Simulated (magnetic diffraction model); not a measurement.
**Ca3Mn2S7: what an assumed order does to the neutron pattern**

Space group I4/mmm (no. 139), a = 4.4090 Å, c = 23.8510 Å.

| site | atom | x | y | z |
| --- | --- | --- | --- | --- |
| 4e | Mn | 1/2 | 1/2 | 0.3998 |
| 2b | Ca | 1/2 | 1/2 | 0 |
| 4e | Ca | 1/2 | 1/2 | 0.1879 |
| 4e | S | 1/2 | 1/2 | 0.3025 |
| 8g | S | 0 | 1/2 | 0.4144 |
| 2a | S | 0 | 0 | 0 |

The compound is invented for this exercise: a known structure type with other elements, its cell scaled to their sizes and not relaxed.

Only Mn is taken to order (form factors of Mn4+); orders and moment sizes are assumed, and not adapted to the symmetry. Radiation: neutrons of λ = 2.0775 Å, 5° to 70°; isotropic B of 0.29 Å² (Mn), 0.24 Å² (Ca) and 0.33 Å² (S). Simulated constant-wavelength pattern: nuclear and magnetic terms add, the magnetic one as |2.695 fm × Σ f S⊥ exp(2πi Q·r) exp(−B s²)|², summed over all Q at one angle with the factor 1/(sin²θ cos θ). For collinear order S is the moment m, which repeats by lattice and centring translations R with the sign exp(−2πi k·R). Free-ion form factors, Sears's scattering lengths of 1992, no absorption; a label names one of the reflections at its angle. The strongest nuclear line in the range is 100, and lines under 0.2 are left out.

Assume the order k = (0 0 0), collinear moments along [111], 2.38 μB on Mn; signs + at (1/2, 1/2, 0.3998), + at (0, 0, 0.1002).

Q: Where does magnetic intensity appear, and how strong is it?

```tsv
2θ (°)	index	nuclear	magnetic
9.99	(0 0 2)	0.1	0.5
20.07	(0 0 4)	9.6	0.8
27.73	(1 0 1)	24.1	21.3
30.30	(0 0 6)	6.7	0.3
31.26	(1 0 3)	4.0	1.9
37.42	(1 0 5)	0.9	9.2
38.92	(1 1 0)	1.0	7.3
40.29	(1 1 2)	16.6	1.2
40.78	(0 0 8)	6.0	0.0
44.17	(1 1 4)	50.0	5.5
45.32	(1 0 7)	0.0	0.4
50.10	(1 1 6)	100.0	3.0
51.64	(0 0 10)	8.0	0.1
54.43	(1 0 9)	1.0	1.2
56.22	(2 0 0)	25.6	2.6
57.26	(2 0 2)	0.0	0.5
57.64	(1 1 8)	1.5	0.2
60.31	(2 0 4)	5.1	2.4
63.02	(0 0 12)	2.3	0.0
63.82	(2 1 1)	11.1	4.5
64.53	(1 0 11)	11.2	0.5
65.20	(2 0 6)	7.0	1.6
65.75	(2 1 3)	2.2	0.6
66.51	(1 1 10)	1.7	1.2
69.51	(2 1 5)	0.7	4.5
```

The strongest magnetic line in the range is (1 0 1) at 27.73° (21.3). On top of the Lorentz factor, which all lines share, magnetic lines fade with angle because f falls: for Mn4+ it is 0.92, 0.73, 0.50 and 0.17 at sin θ/λ = 0.1, 0.2, 0.3 and 0.5 Å⁻¹, while nuclear lengths stay constant. The net moment is 4.76 μB a primitive cell.

[Logs are printed without paths, hosts, clocks, repeated set-up lines and the standing remarks that a program may print on its own settings, such as how far it seeks lower states.]
